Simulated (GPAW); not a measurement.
Records of electronic-structure calculations.

### SrTiO3 (Tausonite): G0W0 with GPAW, start to end

It takes space group Pm-3m (No. 221, cubic). The conventional cell has a = 3.905 Å, b = 3.905 Å, c = 3.905 Å, α = 90.00°, β = 90.00°, γ = 90.00°. Sr has 12 O at 2.76 Å nearest. Nearest to Ti lie 6 O at 1.95 Å. O has 2 Ti at 1.95 Å and 4 Sr at 2.76 Å nearest. Farther neighbours and most contacts between anions are not listed.

```xyz
5
Lattice="3.9053 0.0000 0.0000 0.0000 3.9053 0.0000 0.0000 0.0000 3.9053" Properties=species:S:1:pos:R:3 pbc="T T T"
Sr    1.9526    1.9526    1.9526
Ti    0.0000    0.0000    0.0000
O     1.9526    0.0000    0.0000
O     0.0000    1.9526    0.0000
O     0.0000    0.0000    1.9526
```

* method: DFT, PBE, plane waves, PAW (and 1 further level or step)
* program: GPAW 26.7.0
* settings of one run: cutoff 600 eV, GPAW PAW setups 1.2.1 data release, 4×4×4 k-mesh, nbands 895
* cost: 4 runs, 7.9 min in all on 4 MPI ranks of Arm Neoverse V1, shared host (the runs of this entry)
* notes: The cell and positions come from the Crystallography Open Database and are kept as given unless a step says otherwise. Limits: no spin-orbit coupling. Bands and cutoff are finite, so the gap is not at the basis limit. The miss can reach some tenths of an eV and take either sign; the mesh is an error of its own. The 4×4×4 mesh is coarse for this cell, which bears on the long-range parts of exchange and screening.
* PBE gap: 1.90 eV, indirect
* G0W0 gap on the mesh: 3.90 eV
* GW settings: 4×4×4 mesh, 411 bands, screening to 210 eV, Godby-Needs plasmon pole
* known limits: not at the basis limit; no spin-orbit coupling; coarse k mesh

G0W0 moves the gap on the mesh from 1.90 eV to 3.90 eV (+1.99 eV), with Z of 0.76 and 0.77 at the edges. Only 2 of the mesh's irreducible points were corrected, so a valley elsewhere could overtake.

[Paths, hosts, dates, memory and timing lines, banners, echoed tables and standing remarks are left out of the program output.]

[Logs are printed without paths, hosts, clocks, repeated set-up lines and the standing remarks that a program may print on its own settings, such as how far it seeks lower states.]

[Runs of the session that timed out or met a known fault of the program may be left out.]

[Hosts, paths, dates, database ids (printed as entryN), source tags and the programs' standing remarks are cut or masked in the printed files.]
